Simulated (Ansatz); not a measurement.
**What SbAs (model cell, started as CsCl type) distorts into**

Aim: this structure of SbAs (model cell, started as CsCl type) is to be tested for unstable modes, and one is followed downhill.

Main program and level: Ansatz 0.2.0; DFT PBEsol, scalar-relativistic, plane waves, PAW.

Report form: the programs' logs are mostly left out.

The structure was built from a prototype and need not be the compound's stable phase.

### 1. Starting point

It takes space group Pm-3m (No. 221, cubic). The conventional cell has a = 3.525 Å, b = 3.525 Å, c = 3.525 Å, α = 90.00°, β = 90.00°, γ = 90.00°. Nearest to Sb lie 8 As at 3.05 Å. As has 8 Sb at 3.05 Å nearest. Farther neighbours are not listed.

### 2. Phonons on a q mesh

The cell comes from relaxations at this level that are not shown. Stability and thermal properties need the whole zone. Linear response on a 4×4×4 q mesh gives force constants as far as a supercell of that size would.

input.yaml reads:

```yaml
crystal:
  lattice:
    - [3.5245974121, 0.0, 0.0]
    - [0.0, 3.5245974121, 0.0]
    - [0.0, 0.0, 3.5245974121]
  atoms:
    - { symbol: Sb, position: [0.0, 0.0, 0.0] }
    - { symbol: As, position: [0.5, 0.5, 0.5] }
kpoints:
  mp_grid: { grid: [12, 12, 12] }
hamiltonian:
  xc: pbesol
scf:
  occupations: { method: methfessel_paxton, width: 0.15 }
output:
  eigenvalues: true
phonons:
  method: dfpt
  qmesh: [4, 4, 4]
  temperatures: { t_max: 1000, t_step: 50 }
  qpath:
    path:
      - [[0.0, 0.0, 0.0], [0.0, 0.5, 0.0], [0.5, 0.5, 0.0], [0.0, 0.0, 0.0], [0.5, 0.5, 0.5], [0.0, 0.5, 0.0]]
      - [[0.5, 0.5, 0.5], [0.5, 0.5, 0.0]]
    npoints: 10
```

On the command line:

```console
> ansatz run input.yaml --threads 4 --pin off --max-ram 7168MiB --backend cpu --events-out ev --progress --plain --runs-dir out
```

The job ended after 7.6 min (4 threads of Intel Xeon 6975P-C (Granite Rapids), shared host; peak memory 2.4 GiB; 21 min of CPU time).

This step gave:

```
volume per atom                                         : 21.89 Å³
gap on the k-mesh                                       : 0 eV
sum-rule residual before enforcement                    : 7.35e-5 eV/Å²
lowest frequency on the path                            : -100.3 cm⁻¹
point group                                             : m-3m
highest frequency on the path or at a solved wavevector : 124 cm⁻¹
highest optical mode at the zone centre (no LO-TO term) : 22.26 cm⁻¹
lowest optical zone-centre mode                         : 22.26 cm⁻¹
lowest mode on the q mesh (acoustic modes at Γ apart)   : -100.3 cm⁻¹
```

Frequencies (cm⁻¹) solved at each irreducible wavevector; negative means imaginary. Frequencies by wavevector, by row:

| q in reciprocal lattice units | star | mode 1 | mode 2 | mode 3 | mode 4 | mode 5 | mode 6 |
| --- | --- | --- | --- | --- | --- | --- | --- |
| 0 0 0 | 1 | 0 | 0 | 0 | 22.3 | 22.3 | 22.3 |
| 0 0 0.25 | 6 | -18.4 | -18.4 | 40 | 40 | 51.1 | 81.3 |
| 0 0 -0.5 | 3 | 34.5 | 34.5 | 49.6 | 49.6 | 116.9 | 122.8 |
| 0 0.25 0.25 | 12 | -36.1 | -24.3 | 32.7 | 45.2 | 48.1 | 106.8 |
| 0 0.25 -0.5 | 12 | -67.7 | -34.5 | 53.8 | 55.6 | 96.4 | 101.3 |
| 0 -0.5 -0.5 | 3 | -100.3 | -72.2 | 49.8 | 49.8 | 77.7 | 77.7 |
| 0.25 0.25 0.25 | 8 | 38 | 64 | 64 | 66.2 | 78 | 78 |
| 0.25 0.25 -0.5 | 12 | 35.5 | 46.8 | 75.2 | 90.6 | 94.4 | 96.3 |
| 0.25 -0.5 -0.5 | 6 | 44.1 | 57.6 | 72.2 | 72.2 | 81.7 | 81.7 |
| -0.5 -0.5 -0.5 | 1 | 100 | 100 | 100 | 124 | 124 | 124 |

Interpolated from a 4×4×4 q mesh. Phonon branches along the path, in cm⁻¹:

| point | branch 1 | branch 2 | branch 3 | branch 4 | branch 5 | branch 6 |
| --- | --- | --- | --- | --- | --- | --- |
| Γ | 0 | 0 | 0 | 22 | 22 | 22 |
| halfway | -18 | -18 | 40 | 40 | 51 | 81 |
| X | 34 | 34 | 50 | 50 | 117 | 123 |
| halfway | -68 | -34 | 54 | 56 | 96 | 101 |
| M | -100 | -72 | 50 | 50 | 78 | 78 |
| halfway | -36 | -24 | 33 | 45 | 48 | 107 |
| Γ | 0 | 0 | 0 | 22 | 22 | 22 |
| halfway | 38 | 64 | 64 | 66 | 78 | 78 |
| R | 100 | 100 | 100 | 124 | 124 | 124 |
| halfway | 36 | 47 | 75 | 91 | 94 | 96 |
| X | 34 | 34 | 50 | 50 | 117 | 123 |
| jump to R | 100 | 100 | 100 | 124 | 124 | 124 |
| halfway | 44 | 58 | 72 | 72 | 82 | 82 |
| M | -100 | -72 | 50 | 50 | 78 | 78 |

Symmetry leaves 10 wavevectors to solve. The lowest mode among them, the acoustic zeros apart, lies at q = (0, -0.5, -0.5) and is imaginary, 100.3i cm⁻¹, so the energy falls along it.

### 3. The mode frozen in, largest atomic shift 0 Å

The mode followed lies at q = (0, -0.5, -0.5) with frequency 100.3i cm⁻¹, the softest among the wavevectors solved. At small amplitude the distorted cell has space group no. 129 by a symmetry search on the positions. The undistorted cell that holds it gives the zero of energy on the same k mesh.

System of this step: SbAs (model cell, started as CsCl type). It takes space group Pm-3m (No. 221, cubic). Conventional cell: a = 3.525 Å, b = 3.525 Å, c = 3.525 Å, α = 90.00°, β = 90.00°, γ = 90.00°. Nearest to Sb lie 8 As at 3.05 Å. As has 8 Sb at 3.05 Å nearest. Farther neighbours are not listed.

input.yaml reads:

```yaml
crystal:
  lattice:
    - [-3.5245974121, 0.0, 0.0]
    - [0.0, -3.5245974121, -3.5245974121]
    - [0.0, -3.5245974121, 3.5245974121]
  atoms:
    - { symbol: Sb, position: [1.0, 0.5, 0.5] }
    - { symbol: Sb, position: [1.0, 1.0, 1.0] }
    - { symbol: As, position: [0.5, 0.0, 0.5] }
    - { symbol: As, position: [0.5, 0.5, 0.0] }
kpoints:
  mp_grid: { grid: [10, 8, 8] }
hamiltonian:
  xc: pbesol
scf:
  occupations: { method: methfessel_paxton, width: 0.15 }
output:
  forces: true
  stress: true
  eigenvalues: true
```

Wall time 4.3 s (4 threads); peak memory 0.58 GiB.

This step gave:

* pressure: -0.05189 GPa
* energy from the undistorted cell: 0 meV/atom

The run ends at a pressure of -0.05 GPa.

### 4. The mode frozen in, largest atomic shift 0.32 Å

The atoms are moved along the unstable eigenvector, the largest shift by 0.32 Å, with the cell fixed.

input.yaml, the sections that differ from step 3:

```yaml
crystal:
  lattice:
    - [-3.5245974121, 0.0, 0.0]
    - [0.0, -3.5245974121, -3.5245974121]
    - [0.0, -3.5245974121, 3.5245974121]
  atoms:
    - { symbol: Sb, position: [1.0, 0.5, 0.5] }
    - { symbol: Sb, position: [1.0, 1.0, 1.0] }
    - { symbol: As, position: [0.590790511, 0.0, 0.5] }
    - { symbol: As, position: [0.409209489, 0.5, 0.0] }
output:
  forces: true
  stress: true
  eigenvalues: true
  write_density: true
  write_potential: true
  elf: true
  volumetric_format: npy
# kpoints, hamiltonian, scf: as in step 3
```

It took 6 s on 4 threads; peak memory 0.59 GiB.

This step gave:

```
pressure                         : 2.547 GPa
energy from the undistorted cell : -23.73 meV/atom
```

The energy, extrapolated to zero smearing, is -23.73 meV/atom against the undistorted cell.

The run ends at a pressure of 2.55 GPa, with forces up to 0.077 eV/Å.

### 5. Energy along the mode, all amplitudes (two of the runs are shown above)

An imaginary frequency means negative curvature, so the energy should fall and then rise again as anharmonic terms take over.

This step gave:

```
depth at the lowest point sampled  : 23.73 meV/atom
largest atomic shift at that point : 0.32 Å
```

The energy from the parent by largest atomic shift:

| largest atomic shift (Å) | energy from the parent (meV/atom) |
| --- | --- |
| 0.000 | 0 |
| 0.040 | -0.609 |
| 0.080 | -2.34 |
| 0.140 | -7.80 |
| 0.220 | -17.5 |
| 0.320 | -23.7 |
| 0.450 | -18.6 |
| 0.600 | 19.7 |

Displacement at unit largest shift by atom:

| atom | x (Å) | y (Å) | z (Å) | size |
| --- | --- | --- | --- | --- |
| Sb1 | 0.00 | 0.00 | 0.00 | 0.00 |
| Sb2 | 0.00 | 0.00 | 0.00 | 0.00 |
| As3 | -1.00 | 0.00 | 0.00 | 1.00 |
| As4 | 1.00 | 0.00 | 0.00 | 1.00 |

The lowest of the steps tried is at 0.32 Å, 23.7 meV/atom below the parent; the bottom of the well need not coincide with a step.

### 6. Relaxation from the frozen mode

Starting from the lowest point found, all atoms and the cell are let go, so that strain and other modes of the same symmetry can join in.

Edit input.yaml of step 4 so:

```diff
@@ -20,5 +20,6 @@
   eigenvalues: true
-  write_density: true
-  write_potential: true
-  elf: true
-  volumetric_format: npy
+relax:
+  adjacent_minimum: "off"
+  f_tol: 0.002
+  max_steps: 120
+  cell: { stress_tol: 0.03 }
```

Run time: 34 s. Hardware: 4 threads; peak memory 0.63 GiB.

Step by step:

| step | energy less that of the first step (eV) | largest force component (eV/Å) | pressure (GPa) | volume (Å³) |
| --- | --- | --- | --- | --- |
| 1 | 0.0000 | 0.0769 | 2.55 | 87.57 |
| 2 | -0.0403 | 0.2553 | -1.89 | 94.24 |
| 3 | -0.0630 | 0.1268 | -0.62 | 93.30 |
| 4 | -0.0705 | 0.0085 | 0.23 | 93.52 |
| 5 | -0.0710 | 0.0046 | 0.13 | 93.86 |
| 6 | -0.0710 | 0.0014 | -0.02 | 94.15 |
| 7 | -0.0710 | 0.0001 | 0.00 | 94.10 |
| 8* | -0.0726 | 0.0003 | 0.00 | 94.10 |

Relaxation steps marked * repeat the geometry before them on a plane-wave basis chosen anew for their cell, so energy and pressure can jump there.

The run keeps the 16 symmetry operations that it works with, so distortions that break them were not tested.

| cell as run | before | after | change |
| --- | --- | --- | --- |
| a (Å) | 3.525 | 3.718 | +5.5 % |
| b (Å) | 4.985 | 5.031 | +0.9 % |
| c (Å) | 4.985 | 5.031 | +0.9 % |
| volume (Å³/atom) | 21.89 | 23.53 | +7.5 % |

The atoms that moved most (Å, as changes of fractional coordinates times the final cell):

| atom | dx | dy | dz | length |
| --- | --- | --- | --- | --- |
| As4 | 0.170 | 0.000 | 0.000 | 0.170 |
| As3 | -0.170 | 0.000 | 0.000 | 0.170 |

Numbers from this step:

```
pressure        : 8.74e-4 GPa
volume per atom : 23.53 Å³
```

The distorted start has space group P4/nmm; the relaxation ends in P4/nmm.

### 7. Modes of the new phase, k-mesh 10×8×8

A relaxed structure may still be a saddle point, so its zone-centre modes are computed. No field response is asked, since the mesh shows no gap.

input.yaml, the sections that differ from step 6:

```yaml
crystal:
  lattice:
    - [-3.7184705133, 0.0, 0.0]
    - [0.0, -3.5571303809, -3.5571303809]
    - [0.0, -3.5571303809, 3.5571303809]
  atoms:
    - { symbol: Sb, position: [1.0, 0.5, 0.5] }
    - { symbol: Sb, position: [1.0, 1.0, 1.0] }
    - { symbol: As, position: [0.636612871, 0.0, 0.5] }
    - { symbol: As, position: [0.363387129, 0.5, 0.0] }
output:
  eigenvalues: true
phonons:
  method: dfpt
# kpoints, hamiltonian, scf: as in step 6
# relax: removed
```

Wall time 1.8 min (4 threads); peak memory 2.4 GiB.

This step gave:

```
sum-rule residual before enforcement                    : 6.25e-5 eV/Å²
point group                                             : 4/mmm
highest optical mode at the zone centre (no LO-TO term) : 122.4 cm⁻¹
lowest optical zone-centre mode                         : 39.56 cm⁻¹
```

Patterns of degenerate modes are one choice out of their space. Modes at Γ, with each element's share of the kinetic energy:

| mode | frequency (cm⁻¹) | symmetry | Sb % | As % |
| --- | --- | --- | --- | --- |
| 1 | 0.0 | acoustic | 62 | 38 |
| 2 | 0.0 | acoustic | 62 | 38 |
| 3 | 0.0 | acoustic | 62 | 38 |
| 4 | 39.6 | B1g | 100 | 0 |
| 5 | 62.8 | Eg | 32 | 68 |
| 6 | 62.8 | Eg | 32 | 68 |
| 7 | 109.3 | A1g | 0 | 100 |
| 8 | 109.9 | Eu | 38 | 62 |
| 9 | 109.9 | Eu | 38 | 62 |
| 10 | 110.3 | Eg | 68 | 32 |
| 11 | 110.3 | Eg | 68 | 32 |
| 12 | 122.4 | A2u | 38 | 62 |

Displacements in mode 4 (39.6 cm⁻¹), the largest set to 1:
```
Sb1  1.00  0.00  0.00
Sb2 -1.00  0.00  0.00
As3  0.00  0.00  0.00
As4  0.00  0.00  0.00
```

Displacements in mode 7 (109.3 cm⁻¹), the largest set to 1:
```
Sb1  0.00  0.00  0.00
Sb2  0.00  0.00  0.00
As3  1.00  0.00  0.00
As4 -1.00  0.00  0.00
```

Before it was imposed, the acoustic sum rule was missed by 6.3e-5 eV/Å². Small misses are needed for a sound result but don't prove that mesh and cutoff are converged. The lowest optical mode is real, 39.6 cm⁻¹.

### 8. What came out

* unstable mode of the parent: q = (0, -0.5, -0.5), 100i cm⁻¹
* depth at the lowest point sampled: 23.7 meV/atom
* largest atomic shift at that point: 0.32 Å
* space group reached (within 0.01 Å): P4/nmm
* energy gained over the parent (first relaxation, on the mesh of the frozen mode): 41.8 meV/atom
* volume per atom, phase reached: 23.5 Å³
* lowest optical zone-centre mode, phase reached: 39.6 cm⁻¹
* highest optical mode at the zone centre (no LO-TO term), phase reached: 122 cm⁻¹

What this shows: Along this mode the structure falls into P4/nmm, 41.8 meV/atom below the parent. At the parent's cell the well is 23.73 meV/atom deep on the steps tried, with its lowest point at a shift of 0.32 Å. Relaxing atoms and cell changes the gain by +18.11 meV/atom against the lowest step (energies at zero smearing). The new phase has no imaginary mode at the zone centre of its cell; other wavevectors were not checked. Of the 2 patterns followed to their end from this parent, this one ends 45.3 meV/atom above the lowest, P4/nmm. Each path keeps the symmetry of its pattern, so a lower phase may lie along a pattern not tried. With no gap, or one that is small against the smearing, the frequencies hang on the k mesh and the smearing, most of all near Kohn anomalies. Spin-orbit coupling is left out, which can matter for the heavy elements here. A phonon run warned that its eigensolver left some bands unconverged in a pass. The starting cell was built on a prototype and not taken from a measurement, so the phase need not exist.

[Logs are printed without paths, hosts, clocks, repeated set-up lines and the standing remarks that a program may print on its own settings, such as how far it seeks lower states.]

[Hosts, paths, dates, database ids (printed as entryN), source tags and the programs' standing remarks are cut or masked in the printed files.]
